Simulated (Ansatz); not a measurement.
# Na3ClF2: complex band structure, part 2 of 2

A new crystal, Na3ClF2: structure, gap and complex bands. It is built by putting Na for Rb, F for Br in the Rb3Br2Cl structure of space group I4/mmm, with the volume rescaled by atomic radii. The parent structure comes from the Materials Project.

Ansatz 0.2.0; PBE DFT, plane waves, PAW files (the session's first sound run).

So far, gap on path (eV): step 3 (band edges) 5.18.

The structure was built from a prototype and need not be the compound's stable phase.

**4. Complex bands**

This step: PBE DFT, plane waves, PAW files; complex bands by layer matching along the plane's normal (Ansatz 0.2.0).

The same crystal is laid in a cell whose first two vectors span the (001) plane (indices of the standard conventional cell, whose axes can be ordered otherwise than in the bulk input). At fixed energy and wavevector in the plane the solver finds all kz, real and complex. A few wavevectors are listed, (0, 0) and (0.5, 0) in units of the plane's reciprocal vectors; the slowest state needn't be among them.

Input file input.yaml:

```yaml
crystal:
  lattice:
    - [3.682338435, 0.0, 0.0]
    - [0.0, 3.682338435, 0.0]
    - [1.841169218, 1.841169218, 7.51958491]
  atoms:
    - { symbol: Na, position: [0.3211230585, 0.3211230585, 0.357753883] }
    - { symbol: Na, position: [0.0, 0.0, 0.0] }
    - { symbol: Na, position: [0.6788769415, 0.6788769415, 0.642246117] }
    - { symbol: F, position: [0.171965106, 0.171965106, 0.656069788] }
    - { symbol: F, position: [0.828034894, 0.828034894, 0.343930212] }
    - { symbol: Cl, position: [0.5, 0.5, 0.0] }
kpoints:
  mp_grid: { grid: [6, 6, 6] }
scf:
  occupations: { method: fixed }
hamiltonian:
  xc: pbe
output:
  eigenvalues: true
  transmission:
    leads: [[0, 0]]
    kpoints: [[0.0, 0.0], [0.5, 0.0]]
    e_range: [-1.0, 6.18]
    de: 0.18
```

Launch:

```console
$ ansatz run input.yaml --threads 2 --pin off --max-ram 4096MiB --backend cpu --events-out ev --progress --plain --runs-dir out
```

Numbers of over 12 decimals in the logs are rounded to 6 here.

Output:

```text
[...]
Crystal: 6 atoms, lattice volume = 101.963 Å³
Basis set: ecut = 420 eV, 1989 PW (Γ)
Bands: 30, of which v1, the nominal top of the filled ones, is band 24 counted from 1 (23 counted from 0)
Symmetry: 16 space group operations
[...]
k-points: 30 of 216
[...]
SCF iter   1: F=—  HF=-7163.826542 eV  |F-HF|=—  |Δ(HF+E_count)|=         —  Δρ=8.55e-4  dr2=8.64e-4  ethr=1.77e-3  ⟨swp⟩=4.9  Hψ=3237  notcnv=0  defer=117
[...]
SCF iter   6: F=-7163.824393 eV  HF=-7163.824393 eV  |F-HF|=6.70e-8  |Δ(HF+E_count)|=   1.15e-8  Δρ=7.28e-6  dr2=3.34e-8  ethr=2.08e-10  ⟨swp⟩=6.1  Hψ=3405  notcnv=0
SCF 1 converged in 6 iterations: F = -7163.824393 eV  dr2 = 3.34e-8
[...]
transmission: 12 of 24 steps passed
transmission: 24 of 24 steps passed
SCF converged after 6 iterations
Free energy (F): -7163.824393 eV
[...]
Internal energy: -7163.824393 eV  (E = F + TS)
E sigma→0 (E₀):  -7163.824393 eV
Fermi energy:    0.668768 eV
[...]
--- Band table (eV; the first three rows and the last of 30) ---
  k-point 0: bands = [... 20 lower, 0.2286, 0.4843, 0.6688, 0.6688, 5.8475, 9.1178, 9.5457, 9.9901, ... 2 higher]
  k-point 1: bands = [... 20 lower, 0.2515, 0.4113, 0.6615, 0.6615, 5.9917, 8.5714, 9.9272, 9.9742, ... 2 higher]
  k-point 2: bands = [... 20 lower, 0.2892, 0.2892, 0.6457, 0.6457, 6.3829, 7.8317, 9.9439, 10.2169, ... 2 higher]
  k-point 29: bands = [... 20 lower, 0.0060, 0.0552, 0.1285, 0.1344, 9.6119, 10.1318, 10.1474, 11.2851, ... 2 higher]
--- Transmission ---
  basis      : 121 plane waves across, 12 finite elements along
  points     : 2, as listed
  energies   : 40 from -1.000000 to 6.020000 eV about the Fermi level, 0.180000 eV apart; the leads are filled to 2.589344 eV, and channels, transmission and decay are at 2.600000 eV
  crystal 0  : Na3Cl1F2, at the sites [0, 0], period 7.5196 Å: whole cells are its period
    offset         : up to 0.0000 Å between an atom of the period and one for which it stands
    channels       : 0.000000e0 a spin
    conductance    : none, the energies end too early or step too widely for 300 K: set another output.transmission.e_range or a lower de, or, where they end at an eighth of basis.ecutwfc, a higher one
    slowest decay  : 0.4534 /Å at (0.0000, 0.0000)
```

Wall time 9.8 s (2 threads of Arm Neoverse V2, shared host); peak memory 0.38 GiB; 13 s of CPU time.

Numbers from this step:

```
free energy                                               : -7163.8244 eV
Fermi energy                                              : 0.6688 eV
level to which the leads are filled                       : 2.589 eV from the Fermi level
decay constant at the filling level, zone centre          : 0.4534 Å⁻¹
decay constant at the filling level, slowest listed point : 0.4534 Å⁻¹
```

K parallel (0, 0); values up to 1.5 1/Å, a degenerate pair printed once or twice; energies at which all values exceed this have no row. Table of Im kz of the slowest decaying states by energy, zero at the highest filled level on the SCF mesh:

```csv
energy (eV),decay 1 (Å⁻¹),decay 2 (Å⁻¹),decay 3 (Å⁻¹),decay 4 (Å⁻¹)
-1.00,0.701,0.749,-,-
-0.64,0.261,0.789,-,-
-0.28,0.247,0.836,-,-
0.08,0.242,0.373,0.867,-
0.44,0.341,0.685,0.888,-
0.80,0.396,0.822,0.903,-
1.16,0.430,0.909,0.913,-
1.52,0.449,0.920,0.971,-
1.88,0.459,0.924,1.02,-
2.24,0.460,0.926,1.05,1.47
2.60,0.453,0.925,1.08,1.44
2.78,0.447,0.924,1.09,1.42
3.14,0.430,0.921,1.11,1.39
3.50,0.406,0.916,1.13,1.35
3.86,0.372,0.910,1.14,1.31
4.22,0.328,0.902,1.15,1.28
4.58,0.267,0.892,1.16,1.24
4.94,0.173,0.881,1.16,1.20
5.30,0.867,1.15,1.16,1.47
5.66,0.853,1.11,1.17,1.46
6.02,0.836,1.06,1.17,1.44
```

K parallel (0.5, 0); values up to 1.5 1/Å, a degenerate pair printed once or twice; energies at which all values exceed this have no row. Table of Im kz of the slowest decaying states by energy, zero at the highest filled level on the SCF mesh:

```csv
energy (eV),decay 1 (Å⁻¹),decay 2 (Å⁻¹),decay 3 (Å⁻¹)
-1.00,0.155,1.49,-
-0.64,1.44,-,-
-0.28,0.225,1.31,1.38
0.08,0.530,1.31,1.38
0.26,0.624,1.27,1.45
0.62,0.782,1.19,-
0.98,0.909,1.11,-
1.34,0.944,1.10,-
1.70,0.929,1.14,-
2.06,0.913,1.16,-
2.42,0.900,1.18,-
2.60,0.894,1.18,-
2.96,0.880,1.19,-
3.32,0.866,1.19,-
3.68,0.848,1.20,-
4.04,0.828,1.20,-
4.40,0.805,1.20,-
4.76,0.778,1.21,-
4.94,0.763,1.21,-
5.30,0.730,1.21,-
5.66,0.692,1.22,-
6.02,0.649,1.24,-
```

At the listed wavevectors the last open channel is at -0.28 eV and the next at +5.30 eV on the grid, wider than the gap, since narrow bands can fall between grid energies. At +2.60 eV, the grid energy nearest the filling level (the middle of the gap on the SCF mesh), the slowest state at the listed wavevectors decays with κ = 0.453 Å⁻¹, its amplitude falling by e over 2.2 Å. Through 1 nm of this crystal that state's transmission falls by exp(−2 × 0.453 Å⁻¹ × 10 Å) = 1.2e-4.

**5. Decay over the two-dimensional zone**

The listed points could miss the slowest state, so one energy near mid-gap is solved on a mesh of 8×8.

input.yaml, as its differences from that of step 4:

```diff
@@ -20,6 +20,2 @@
   eigenvalues: true
-  transmission:
-    leads: [[0, 0]]
-    kpoints: [[0.0, 0.0], [0.5, 0.0]]
-    e_range: [-1.0, 6.18]
-    de: 0.18
+  transmission: { leads: [[0, 0]], kmesh: [8, 8], e_range: [2.59, 2.6], de: 0.05 }
```

Output:

```text
[...]
Crystal: 6 atoms, lattice volume = 101.963 Å³
Basis set: ecut = 420 eV, 1989 PW (Γ)
Bands: 30, of which v1, the nominal top of the filled ones, is band 24 counted from 1 (23 counted from 0)
Symmetry: 16 space group operations
[...]
k-points: 30 of 216
[...]
SCF iter   1: F=—  HF=-7163.826542 eV  |F-HF|=—  |Δ(HF+E_count)|=         —  Δρ=8.55e-4  dr2=8.64e-4  ethr=1.77e-3  ⟨swp⟩=4.9  Hψ=3237  notcnv=0  defer=117
[...]
SCF iter   6: F=-7163.824393 eV  HF=-7163.824393 eV  |F-HF|=6.70e-8  |Δ(HF+E_count)|=   1.15e-8  Δρ=7.28e-6  dr2=3.34e-8  ethr=2.08e-10  ⟨swp⟩=6.1  Hψ=3405  notcnv=0
SCF 1 converged in 6 iterations: F = -7163.824393 eV  dr2 = 3.34e-8
[...]
transmission: 40 of 150 steps passed
transmission: 80 of 150 steps passed
transmission: 120 of 150 steps passed
transmission: 150 of 150 steps passed
SCF converged after 6 iterations
Free energy (F): -7163.824393 eV
[...]
Internal energy: -7163.824393 eV  (E = F + TS)
E sigma→0 (E₀):  -7163.824393 eV
Fermi energy:    0.668768 eV
[...]
--- Band table (eV; the first three rows and the last of 30) ---
  k-point 0: bands = [... 20 lower, 0.2286, 0.4843, 0.6688, 0.6688, 5.8475, 9.1178, 9.5457, 9.9901, ... 2 higher]
  k-point 1: bands = [... 20 lower, 0.2515, 0.4113, 0.6615, 0.6615, 5.9917, 8.5714, 9.9272, 9.9742, ... 2 higher]
  k-point 2: bands = [... 20 lower, 0.2892, 0.2892, 0.6457, 0.6457, 6.3829, 7.8317, 9.9439, 10.2169, ... 2 higher]
  k-point 29: bands = [... 20 lower, 0.0060, 0.0552, 0.1285, 0.1344, 9.6119, 10.1318, 10.1474, 11.2851, ... 2 higher]
--- Transmission ---
  basis      : 121 plane waves across, 10 finite elements along
  points     : 15, standing for a mesh of 8 x 8
  energies   : 1 from 2.590000 to 2.590000 eV about the Fermi level; the leads are filled to 2.589344 eV, and channels, transmission and decay are at 2.590000 eV
  crystal 0  : Na3Cl1F2, at the sites [0, 0], period 7.5196 Å: whole cells are its period
[...]
channels       : 0.000000e0 a spin
    conductance    : none, crystal 0 has no channel at the energies, or these end too early or step too widely for 300 K: set another output.transmission.e_range or a lower de, or, where they end at an eighth of basis.ecutwfc, a higher one
    slowest decay  : 0.4537 /Å at (0.0000, 0.0000)
```

Elapsed: 6.3 s, on 2 threads; peak memory 0.43 GiB; 12 s of CPU time.

Numbers from this step:

* least decay constant on the mesh: 0.4537 Å⁻¹

Slowest decay constant (1/Å; 0 where a channel is open) over k1 and k2. At 2.5900 eV from the Fermi level.

Ten even steps from '_' (0.454) to '@' (0.894):
```
%%##%%%%@@%%%%##
@@%%**++++++**%%
@@%%++::..::++%%
@@@@++..__..++@@
@@%%++::..::++%%
@@%%**++++++**%%
%%##%%%%@@%%%%##
**%%@@@@@@@@@@%%
```
Columns: k1 (b1) from -0.5 to 0.375; rows upwards: k2 (b2) from -0.5 to 0.375.

The least value on the mesh is 0.454 Å⁻¹ at +2.59 eV. At that energy the listed points give about 0.454 Å⁻¹ by interpolation, so the mesh holds no clearly slower state.

**6. Band edges at another level, cutoff 500 eV**

This step: r2SCAN DFT, plane waves, PAW files (Ansatz 0.2.0).

The edges again with r2SCAN, at the same atoms. Against that run the cutoff is 500 eV against 420.

Input file input.yaml:

```yaml
crystal:
  lattice:
    - [-1.8411692177, 1.8411692177, 7.5195849102]
    - [1.8411692177, -1.8411692177, 7.5195849102]
    - [1.8411692177, 1.8411692177, -7.5195849102]
  atoms:
    - { symbol: Na, position: [0.6788769415, 0.6788769415, 0.0] }
    - { symbol: Na, position: [0.0, 0.0, 0.0] }
    - { symbol: Na, position: [0.3211230585, 0.3211230585, 0.0] }
    - { symbol: F, position: [0.828034894, 0.828034894, 0.0] }
    - { symbol: F, position: [0.171965106, 0.171965106, 0.0] }
    - { symbol: Cl, position: [0.5, 0.5, 0.0] }
kpoints:
  mp_grid: { grid: [8, 8, 8] }
  band_path: { path: [VBM, CBM], npoints: 30 }
scf:
  occupations: { method: fixed }
hamiltonian:
  xc: r2scan
output:
  eigenvalues: true
```

Output:

```text
[...]
Crystal: 6 atoms, lattice volume = 101.963 Å³
Basis set: ecut = 500 eV, 2615 PW (Γ), FFT grids on a1+a3, a2+a3, a3, exchange–correlation on 108×108×240 points (64 copies of the dense FFT grid, shifted against one another)
Bands: 30, of which v1, the nominal top of the filled ones, is band 24 counted from 1 (23 counted from 0)
Symmetry: 16 space group operations
[...]
k-points: 59 of 512
[...]
SCF iter   1: F=—  HF=-7178.236178 eV  |F-HF|=—  |Δ(HF+E_count)|=         —  Δρ=9.02e-3  dr2=5.68e-2  dr2_τ=4.90e-2  ethr=1.77e-3  ⟨swp⟩=4.8  Hψ=6586  notcnv=0  defer=222
[...]
SCF iter   7: F=-7178.308165 eV  HF=-7178.308165 eV  |F-HF|=2.06e-9  |Δ(HF+E_count)|=   1.68e-7  Δρ=1.54e-6  dr2=2.21e-9  dr2_τ=2.16e-10  ethr=2.08e-10  ⟨swp⟩=3.1  Hψ=4599  notcnv=0
SCF 1 converged in 7 iterations: F = -7178.308165 eV  dr2 = 2.21e-9
[...]
SCF converged after 7 iterations
Free energy (F): -7178.308165 eV
[...]
Internal energy: -7178.308165 eV  (E = F + TS)
E sigma→0 (E₀):  -7178.308165 eV
Fermi energy:    0.190256 eV
[...]
--- Band table (eV; the first three rows and the last of 59) ---
  k-point 0: bands = [... 20 lower, -0.3236, -0.0513, 0.1903, 0.1903, 6.0841, 9.4997, 9.8746, 10.1498, ... 2 higher]
  k-point 1: bands = [... 20 lower, -0.3790, -0.1277, -0.1010, 0.0247, 6.6771, 9.9440, 10.0629, 10.7430, ... 2 higher]
  k-point 2: bands = [... 20 lower, -0.3663, -0.3124, -0.2137, -0.1874, 8.0781, 10.0372, 11.1597, 11.2471, ... 2 higher]
  k-point 58: bands = [... 20 lower, -0.2609, -0.2609, 0.1669, 0.1669, 6.9805, 7.6215, 10.0819, 10.7681, ... 2 higher]
```

Elapsed: 17 s, on 2 threads; peak memory 0.58 GiB.

This step gave:

* free energy: -7178.3082 eV
* Fermi energy: 0.1903 eV
* gap on the k-mesh: 5.894 eV
* gap on path: 5.894 eV, by band count; negative where bands overlap
* direct gap on path: 5.894 eV

Levels at VBM (eV): -1.47, -1.11, -0.64, -0.64, -0.51, -0.51, -0.24, 0.00, 0.00, 5.89.

The searched edges give 5.89 eV, as on the mesh.

Between step 3 and this run (r2SCAN and cutoff 500 eV) the value for the gap on path moves from 5.18 eV to 5.89 eV.

**7. Complex bands at another level, cutoff 500 eV**

This step: r2SCAN DFT, plane waves, PAW files; complex bands by layer matching along the plane's normal (Ansatz 0.2.0).

The complex bands at that level, over its own gap, at (0, 0) and (0.5, 0).

Input file input.yaml:

```yaml
crystal:
  lattice:
    - [3.682338435, 0.0, 0.0]
    - [0.0, 3.682338435, 0.0]
    - [1.841169218, 1.841169218, 7.51958491]
  atoms:
    - { symbol: Na, position: [0.3211230585, 0.3211230585, 0.357753883] }
    - { symbol: Na, position: [0.0, 0.0, 0.0] }
    - { symbol: Na, position: [0.6788769415, 0.6788769415, 0.642246117] }
    - { symbol: F, position: [0.171965106, 0.171965106, 0.656069788] }
    - { symbol: F, position: [0.828034894, 0.828034894, 0.343930212] }
    - { symbol: Cl, position: [0.5, 0.5, 0.0] }
kpoints:
  mp_grid: { grid: [6, 6, 6] }
scf:
  occupations: { method: fixed }
hamiltonian:
  xc: r2scan
output:
  eigenvalues: true
  transmission:
    leads: [[0, 0]]
    kpoints: [[0.0, 0.0], [0.5, 0.0]]
    e_range: [-1.0, 6.89]
    de: 0.2
```

Output:

```text
[...]
Crystal: 6 atoms, lattice volume = 101.963 Å³
Basis set: ecut = 500 eV, 2615 PW (Γ), exchange–correlation on 108×108×240 points (64 copies of the dense FFT grid, shifted against one another)
Bands: 30, of which v1, the nominal top of the filled ones, is band 24 counted from 1 (23 counted from 0)
Symmetry: 16 space group operations
[...]
k-points: 30 of 216
[...]
SCF iter   1: F=—  HF=-7178.236157 eV  |F-HF|=—  |Δ(HF+E_count)|=         —  Δρ=9.01e-3  dr2=5.67e-2  dr2_τ=4.90e-2  ethr=1.77e-3  ⟨swp⟩=4.7  Hψ=3368  notcnv=0  defer=112
[...]
SCF iter   7: F=-7178.308128 eV  HF=-7178.308128 eV  |F-HF|=2.06e-9  |Δ(HF+E_count)|=   1.64e-7  Δρ=1.56e-6  dr2=2.26e-9  dr2_τ=2.20e-10  ethr=2.08e-10  ⟨swp⟩=3.1  Hψ=2338  notcnv=0
SCF 1 converged in 7 iterations: F = -7178.308128 eV  dr2 = 2.26e-9
[...]
transmission: 11 of 22 steps passed
transmission: 22 of 22 steps passed
SCF converged after 7 iterations
Free energy (F): -7178.308128 eV
[...]
Internal energy: -7178.308128 eV  (E = F + TS)
E sigma→0 (E₀):  -7178.308128 eV
Fermi energy:    0.190292 eV
[...]
--- Band table (eV; the first three rows and the last of 30) ---
  k-point 0: bands = [... 20 lower, -0.3236, -0.0513, 0.1903, 0.1903, 6.0841, 9.4997, 9.8746, 10.1498, ... 2 higher]
  k-point 1: bands = [... 20 lower, -0.3055, -0.1209, 0.1848, 0.1848, 6.2257, 8.8914, 10.1320, 10.3298, ... 2 higher]
  k-point 2: bands = [... 20 lower, -0.2749, -0.2749, 0.1731, 0.1731, 6.6104, 8.1220, 10.0980, 10.6696, ... 2 higher]
  k-point 29: bands = [... 20 lower, -0.5500, -0.4997, -0.4235, -0.3500, 10.0171, 10.2620, 10.2759, 11.7447, ... 2 higher]
--- Transmission ---
  basis      : 145 plane waves across, 11 finite elements along
  points     : 2, as listed
[...]
crystal 0  : Na3Cl1F2, at the sites [0, 0], period 7.5196 Å: whole cells are its period
[...]
channels       : 0.000000e0 a spin
[...]
slowest decay  : 0.4874 /Å at (0.0000, 0.0000)
```

Elapsed: 13 s, on 2 threads; peak memory 0.61 GiB.

Numbers from this step:

- free energy: -7178.3081 eV
- level to which the leads are filled: 2.947 eV from the Fermi level
- decay constant at the filling level, zone centre: 0.4874 Å⁻¹
- decay constant at the filling level, slowest listed point: 0.4874 Å⁻¹

K parallel (0, 0); values up to 1.5 1/Å, a degenerate pair printed once or twice; energies at which all values exceed this have no row. The Im kz of the slowest decaying states by energy, zero at the highest filled level on the SCF mesh:

```csv
energy (eV),decay 1 (Å⁻¹),decay 2 (Å⁻¹),decay 3 (Å⁻¹),decay 4 (Å⁻¹)
-1.00,0.692,0.756,-,-
-0.60,0.169,0.835,-,-
-0.20,0.105,0.364,0.878,-
0.00,0.0224,0.240,0.894,-
0.20,0.309,0.547,0.906,-
0.60,0.393,0.770,0.926,-
1.00,0.442,0.885,0.940,-
1.40,0.472,0.949,0.961,-
1.80,0.489,0.955,1.02,-
2.20,0.496,0.958,1.06,-
2.60,0.496,0.959,1.09,1.47
3.00,0.487,0.958,1.11,1.44
3.20,0.481,0.956,1.12,1.42
3.60,0.462,0.952,1.14,1.38
4.00,0.435,0.946,1.15,1.34
4.40,0.399,0.939,1.16,1.30
4.80,0.353,0.929,1.17,1.26
5.20,0.289,0.918,1.17,1.22
5.60,0.194,0.905,1.17,1.17
6.00,0.891,1.13,1.17,1.47
6.40,0.874,1.08,1.17,1.46
6.80,0.0169,0.856,1.03,1.17
```

K parallel (0.5, 0); values up to 1.5 1/Å, a degenerate pair printed once or twice; energies at which all values exceed this have no row. The Im kz of the slowest decaying states by energy, zero at the highest filled level on the SCF mesh:

```csv
energy (eV),decay 1 (Å⁻¹),decay 2 (Å⁻¹),decay 3 (Å⁻¹)
-1.00,0.162,-,-
-0.80,0.0852,1.47,1.49
-0.60,1.33,1.46,-
-0.40,1.39,1.42,-
-0.20,0.386,1.38,1.39
0.00,0.526,1.33,1.35
0.20,0.633,1.31,1.45
0.40,0.725,1.27,-
0.60,0.811,1.22,-
0.80,0.889,1.17,-
1.20,0.967,1.13,-
1.40,0.963,1.15,-
1.60,0.953,1.17,-
1.80,0.944,1.18,-
2.00,0.936,1.20,-
2.20,0.930,1.20,-
2.40,0.924,1.21,-
2.60,0.919,1.22,-
2.80,0.914,1.22,-
3.00,0.908,1.22,-
3.20,0.902,1.23,-
3.40,0.895,1.23,-
3.60,0.888,1.23,-
3.80,0.880,1.23,-
4.00,0.871,1.23,-
4.20,0.861,1.23,-
4.40,0.851,1.23,-
4.60,0.839,1.23,-
5.00,0.814,1.23,-
5.20,0.799,1.23,-
5.40,0.784,1.24,-
5.60,0.767,1.24,-
5.80,0.749,1.24,-
6.00,0.730,1.25,-
6.20,0.709,1.26,-
6.40,0.687,1.27,-
6.60,0.663,1.28,-
6.80,0.637,1.29,-
```

At the listed wavevectors the last open channel is at -0.40 eV and the next at +6.00 eV on the grid, wider than the gap, since narrow bands can fall between grid energies. At +3.00 eV, the grid energy nearest the filling level (the middle of the gap on the SCF mesh), the slowest state at the listed wavevectors decays with κ = 0.487 Å⁻¹, its amplitude falling by e over 2.1 Å; the first such run, plane (001), gave 0.453 Å⁻¹.

**8. What came out**

```
band gap                                         : 5.18 eV
least decay constant at mid-gap, normal to (001) : 0.453 Å⁻¹
least decay constant on a mesh, normal to (001)  : 0.454 Å⁻¹
least decay constant, r2SCAN                     : 0.487 Å⁻¹
```

In words: With PBE, the slowest decay at the wavevectors tried is κ = 0.453 Å⁻¹, normal to (001). Through such a film the transmission near mid-gap falls as exp(−2κd), a factor of ten every 2.5 Å. A free electron under a barrier of half the gap would need a mass of 0.30 mₑ to decay at this rate. With r2SCAN the gap goes from 5.18 to 5.89 eV and the decay constant, over the first 2 listed wavevectors, from 0.453 to 0.487 Å⁻¹. The compound is made up by substitution; its stability against other phases and against distortions of the cell's symmetry was not tested. A semilocal functional narrows gaps, so real decay constants are likely larger.

[Logs are printed without paths, hosts, clocks, repeated set-up lines and the standing remarks that a program may print on its own settings, such as how far it seeks lower states.]

[Hosts, paths, dates, database ids (printed as entryN), source tags and the programs' standing remarks are cut or masked in the printed files.]
